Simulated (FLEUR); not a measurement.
# Collinear magnetic orders of MnO (Manganosite) with FLEUR

Aim: find out whether MnO (Manganosite) carries moments, and which collinear order costs least.

Program: FLEUR MaX-R8.1. Level of theory: PBE with U = 4 eV on Mn d; all-electron FLAPW, Dirac cores, scalar-relativistic bands. Results are calculated unless marked as measured.

**1. The starting structure**

The structure is cubic, space group Fm-3m (No. 225). Conventional cell: a = 4.446 Å, b = 4.446 Å, c = 4.446 Å, α = 90.00°, β = 90.00°, γ = 90.00°. Nearest to Mn lie 6 O at 2.22 Å. Nearest to O lie 6 Mn at 2.22 Å. Farther neighbours and most contacts between anions are not listed.

**2. Start 1: ferro +**

The parallel start is the test of whether parallel moments hold. A Hubbard U acts on the open shell, since semilocal functionals spread its electrons too much.

inpgen writes inp.xml from crystal.txt; cutoffs, mixing, functional, smearing and local orbitals are then set in the file. The k list default-1 (kpts.xml, not shown) is a Γ-centred 6×6×6 mesh; where the ranks do not divide the number of points, some are split in two of half the weight.

File inp.xml:

```
<?xml version="1.0" encoding="UTF-8" standalone="no"?>
<fleurInput fleurInputVersion="0.39">
   <comment>
      MnO
   </comment>
   <calculationSetup>
      <cutoffs Kmax="4.05" Gmax="10.1" GmaxXC="10.1" numbands="0"/>
      <scfLoop itmax="130" minDistance="0.0001" maxIterBroyd="15" imix="Anderson" alpha="0.05" precondParam="0.0" spinf="2.0" sdNocoIR="T"/>
      <coreElectrons ctail="T" frcor="F" kcrel="0" coretail_lmax="0"/>
      <xcFunctional name="pbe" relativisticCorrections="F"/>
      <magnetism jspins="2"/>
      <soc l_soc="F" theta="0.0" phi="0.0" spav="F"/>
      <expertModes spex="0" secvar="F"/>
      <geometryOptimization l_f="F" forcealpha="1.0" forcemix="BFGS" epsdisp="0.00001" epsforce="0.00001"/>
      <ldaU l_linMix="F" mixParam="0.05" spinf="1.0"/>
   </calculationSetup>
   <cell>
      <bzIntegration valenceElectrons="21.0" mode="hist" fermiSmearingEnergy="0.0055124">
         <kPointListSelection listName="default-1"/>
         <xi:include xmlns:xi="http://www.w3.org/2001/XInclude" href="kpts.xml"> </xi:include>
      </bzIntegration>
      <xi:include xmlns:xi="http://www.w3.org/2001/XInclude" href="sym.xml"> </xi:include>
      <bulkLattice scale="1.0">
         <bravaisMatrix>
            <row-1>    0.0000000000000000     4.2008611749857998     4.2008611749857998</row-1>
            <row-2>    4.2008611749857998     0.0000000000000000     4.2008611749857998</row-2>
            <row-3>    4.2008611749857998     4.2008611749857998     0.0000000000000000</row-3>
         </bravaisMatrix>
      </bulkLattice>
   </cell>
   <atomSpecies>
      <species name="Manganese 4.500" element="Mn" atomicNumber="25">
         <mtSphere radius="2.62" gridPoints="867" logIncrement="0.014"/>
         <atomicCutoffs lmax="10" lnonsphr="8"/>
         <electronConfig flipSpins="F">
            <coreConfig>(1s1/2) (2s1/2) (2p1/2) (2p3/2)</coreConfig>
            <valenceConfig>(3s1/2) (3p1/2) (3p3/2) (4s1/2) (3d3/2) (3d5/2)</valenceConfig>
            <stateOccupation state="(3d3/2)" spinUp="1.75" spinDown="0.25"/>
            <stateOccupation state="(3d5/2)" spinUp="3.0" spinDown="0.0"/>
         </electronConfig>
         <energyParameters s="4" p="4" d="3" f="4"/>
         <ldaU l="2" U="4.0" J="0.0" l_amf="F"/>
         <lo type="SCLO" l="0" n="3" eDeriv="0"/>
         <lo type="SCLO" l="1" n="3" eDeriv="0"/>
      </species>
      <species name="Oxygen (O)" element="O" atomicNumber="8">
         <mtSphere radius="1.48" gridPoints="489" logIncrement="0.022"/>
         <atomicCutoffs lmax="6" lnonsphr="4"/>
         <electronConfig flipSpins="F">
            <coreConfig>(1s1/2)</coreConfig>
            <valenceConfig>(2s1/2) (2p1/2) (2p3/2)</valenceConfig>
            <stateOccupation state="(2p1/2)" spinUp="0.666667" spinDown="0.666667"/>
            <stateOccupation state="(2p3/2)" spinUp="1.333333" spinDown="1.333333"/>
         </electronConfig>
         <energyParameters s="2" p="2" d="3" f="4"/>
      </species>
   </atomSpecies>
   <atomGroups>
      <atomGroup species="Manganese 4.500">
         <relPos label="                   1">.0000000000 .0000000000 .0000000000</relPos>
         <force calculate="T" relaxXYZ="TTT"/>
      </atomGroup>
      <atomGroup species="Oxygen (O)">
         <relPos label="                   2">1.000/2.000 1.000/2.000 1.000/2.000</relPos>
         <force calculate="T" relaxXYZ="TTT"/>
      </atomGroup>
   </atomGroups>
   <output dos="F" band="F" slice="F">
      <bandDOS minEnergy="-.5*Htr" maxEnergy="0.5*Htr" sigma="0.015" storeEVData="T"/>
      <plotting iplot="0" polar="F">
         <plot TwoD="T" vec1="  1.0  0.0  0.0" vec2="  0.0  1.0  0.0" vec3="  0.0  0.0  1.0" zero="  0.0  0.0  0.0" file="plot"/>
      </plotting>
      <moessbauerParams electricFieldGradient="F" isomerShift="F" coreHyperfine="F" valenceHyperfine="F"/>
   </output>
</fleurInput>
```

File crystal.txt:

```
MnO
&input film=F cartesian=F /
0.00000000000  2.22300000000  2.22300000000
2.22300000000  0.00000000000  2.22300000000
2.22300000000  2.22300000000  0.00000000000
1.8897261246
1.0 1.0 1.0

2
25 0.00000000000  0.00000000000  0.00000000000 : 4.500
8 0.50000000000  0.50000000000  0.50000000000

&kpt div1=6 div2=6 div3=6 gamma=T /
```

Started as:

```bash
OMP_NUM_THREADS=1 inpgen -f crystal.txt > inpgen.log  # inp.xml is then edited as shown
OMP_NUM_THREADS=1 mpirun -n 4 fleur_MPI > fleur.log
```

The log of the run:

```text
Welcome to FLEUR        (www.flapw.de)
      MaX-Release 8.1          (www.max-centre.eu)

 ========== k-point set info ==========
 Selected k-point list: default-1
 k-point list type: mesh
 6 x 6 x 6
 Number of k points: 16

 ------------Calculation Setup---------------------------
 Number of MPI-tasks      :            4
 Number of PE/node        :            4
 Number of OMP-threads    :            1
 k-points in parallel     :            4
 pe's per k-point         :            1
 No of k-point loops      :            4
 Eigenvalue solver        :       lapack
 Number of basis functions:          186
 Approximate size of matrices (H+S) per k-point:         0.001 GB
 --------------------------------------------------------
 no density matrix found ... skipping LDA+U
 Reset of history
 Iteration:     1   Distance:      20.97023899 me/bohr^3
 Iteration:     2   Distance:      19.03328277 me/bohr^3
 Iteration:     3   Distance:      16.36359188 me/bohr^3
 Iteration:     4   Distance:       8.28971465 me/bohr^3
 Iteration:     5   Distance:       6.04735079 me/bohr^3
 Iteration:     6   Distance:       2.73015669 me/bohr^3
 Iteration:     7   Distance:       1.21429595 me/bohr^3
 Iteration:     8   Distance:       0.55417029 me/bohr^3
 Iteration:     9   Distance:       0.36934358 me/bohr^3
 Iteration:    10   Distance:       0.15575232 me/bohr^3
 Iteration:    11   Distance:       0.07353799 me/bohr^3
 Iteration:    12   Distance:       0.02368880 me/bohr^3
 Iteration:    13   Distance:       0.00766171 me/bohr^3
 Iteration:    14   Distance:       0.00534204 me/bohr^3
 Iteration:    15   Distance:       0.00030045 me/bohr^3
 Iteration:    16   Distance:       0.00021104 me/bohr^3
 Iteration:    17   Distance:       0.00020229 me/bohr^3
 Iteration:    18   Distance:       0.00015243 me/bohr^3
 Iteration:    19   Distance:       0.00004318 me/bohr^3

 ********************************************************************
 Run finished successfully
 Stop message:
   all done
 ********************************************************************

--- out.xml (last complete iteration) ---
<iteration numberForCurrentRun="   19" overallNumber="   19">
         [... left out ...]
         <bandgap value="0.3253667731" units="eV"/>
         <sumValenceSingleParticleEnergies value="-13.0508037131" units="Htr"/>
         <FermiEnergy value="0.3070957860" units="Htr"/>
         <valenceDensity>
            <mtCharges spin="1">
               <mtCharge atomType="1" total="9.4322025" s="1.1869994" p="3.2284359" d="4.9353824" f="0.0567104"/>
               <mtCharge atomType="2" total="2.4572781" s="0.7477022" p="1.7040569" d="0.0047759" f="0.0006224"/>
            </mtCharges>
            <mtCharges spin="2">
               <mtCharge atomType="1" total="4.7058273" s="1.1429569" p="3.1973538" d="0.2941497" f="0.0491072"/>
               <mtCharge atomType="2" total="2.3083048" s="0.7248718" p="1.5828481" d="0.0005088" f="0.0000513"/>
            </mtCharges>
            <spinDependentCharge spin="1" total="13.0000000" interstitial="1.1105193" mtSpheres="11.8894807"/>
            <spinDependentCharge spin="2" total="8.0000000" interstitial="0.9858679" mtSpheres="7.0141321"/>
            <totalCharge value="21.0000000000"/>
         </valenceDensity>
         [... left out ...]
         <allElectronCharges>
            <spinDependentCharge spin="1" total="19.0000000" interstitial="1.1105219" mtSpheres="17.8894781"/>
            <spinDependentCharge spin="2" total="14.0000000" interstitial="0.9858705" mtSpheres="13.0141295"/>
            <totalCharge value="32.9999999988"/>
         </allElectronCharges>
         <magneticMomentsInMTSpheres units="muBohr">
            <globalMagMoment atomType="1" vec="0.00000   0.00000   4.72638"/>
            <localMagMoment atomType="1" vec="0.00000   0.00000   4.72638"/>
            <globalMagMoment atomType="2" vec="0.00000   0.00000   0.14897"/>
            <localMagMoment atomType="2" vec="0.00000   0.00000   0.14897"/>
         </magneticMomentsInMTSpheres>
         <moessbauerParams unitsHFF="kG" unitsIS="e/bohr^3" unitsEFG="Htr/bohr^2">
         </moessbauerParams>
         <totalEnergy value="    -1233.8868978704" units="Htr">
            <sumOfEigenvalues value="     -709.9699451776">
               <coreElectrons value="-696.9191414645"/>
               <valenceElectrons value="-13.0508037131"/>
            </sumOfEigenvalues>
            <densityCoulombPotentialIntegral value="-1879.0425146660"/>
            <densityEffectivePotentialIntegral value="-1958.1032662775"/>
            <chargeDenXCDenIntegral value="-61.0031438147"/>
            <FockExchangeEnergyValence value="0.0000000000"/>
            <FockExchangeEnergyCore value="0.0000000000"/>
            <atomTypeDependentContributions atomType="1">
               <electronNucleiInteractionDifferentMTs value="1382.6433606682"/>
               <MadelungTerm value="-7.9048809261"/>
            </atomTypeDependentContributions>
            <atomTypeDependentContributions atomType="2">
               <electronNucleiInteractionDifferentMTs value="87.0636350366"/>
               <MadelungTerm value="-4.2440307566"/>
            </atomTypeDependentContributions>
            <dftUCorrection value="-0.3600895648"/>
            <tkbTimesEntropy value="0.0001130160"/>
            <freeEnergy value="-1233.8870108865"/>
            <extrapolationTo0K value="-1233.8869543785"/>
         </totalEnergy>
         <ldaUDensityMatrix>
            <densityMatrixFor spin="1" atomType="1" uIndex="1" l="2" U="4.00000000" J="0.00000000">
               (+0.99175,+0.00000) (+0.00000,+0.00000) (+0.00000,+0.00000) (+0.00000,+0.00000) (+0.02337,+0.00000)
               (+0.00000,+0.00000) (+0.96838,+0.00000) (+0.00000,+0.00000) (+0.00000,+0.00000) (+0.00000,+0.00000)
               (+0.00000,+0.00000) (+0.00000,+0.00000) (+1.01512,+0.00000) (+0.00000,+0.00000) (+0.00000,+0.00000)
               (+0.00000,+0.00000) (+0.00000,+0.00000) (+0.00000,+0.00000) (+0.96838,+0.00000) (+0.00000,+0.00000)
               (+0.02337,+0.00000) (+0.00000,+0.00000) (+0.00000,+0.00000) (+0.00000,+0.00000) (+0.99175,+0.00000)
            </densityMatrixFor>
            <densityMatrixFor spin="2" atomType="1" uIndex="1" l="2" U="4.00000000" J="0.00000000">
               (+0.06686,+0.00000) (+0.00000,+0.00000) (+0.00000,+0.00000) (+0.00000,+0.00000) (+0.04016,+0.00000)
               (+0.00000,+0.00000) (+0.02670,+0.00000) (+0.00000,+0.00000) (+0.00000,+0.00000) (+0.00000,+0.00000)
               (+0.00000,+0.00000) (+0.00000,+0.00000) (+0.10702,+0.00000) (+0.00000,+0.00000) (+0.00000,+0.00000)
               (+0.00000,+0.00000) (+0.00000,+0.00000) (+0.00000,+0.00000) (+0.02670,+0.00000) (+0.00000,+0.00000)
               (+0.04016,+0.00000) (+0.00000,+0.00000) (+0.00000,+0.00000) (+0.00000,+0.00000) (+0.06686,+0.00000)
            </densityMatrixFor>
         </ldaUDensityMatrix>
         <ldaUDensityMatrixConvergence>
            <distance spin="1" distance="0.000000"/>
            <distance spin="2" distance="0.000000"/>
         </ldaUDensityMatrixConvergence>
         <densityConvergence units="me/bohr^3">
            <chargeDensity spin="1" distance="0.0000390677"/>
            <chargeDensity spin="2" distance="0.0000145788"/>
            <overallChargeDensity distance="0.0000401666"/>
            <spinDensity distance="0.0000431776"/>
         </densityConvergence>
      </iteration>
```

Elapsed: 8.2 s, on 4 MPI ranks of Intel Xeon 6975P-C (Granite Rapids), shared host; peak memory 0.23 GiB; 29 s of CPU time.

This step gave:

```
free energy                                                       : -33575.7760 eV
program's band gap on this mesh (in a metal only a level spacing) : 0.3254 eV
magnetization                                                     : 5 μB
final state                                                       : ferromagnetic
largest moment                                                    : 4.726 μB
```

After 19 cycles the largest moment stands at 4.73 μB.

(Continued in part 2 of 3.)

[Logs and program files are shortened in this print: banners, set-up blocks, solver, clock and traceback lines can be left out without a mark of their own.]

[Logs are printed without paths, hosts, clocks, repeated set-up lines and the standing remarks that a program may print on its own settings, such as how far it seeks lower states.]

[Hosts, paths, dates, database ids (printed as entryN), source tags and the programs' standing remarks are cut or masked in the printed files.]

[Where a cell is said to come from a database of computed structures, the database is the Materials Project.]
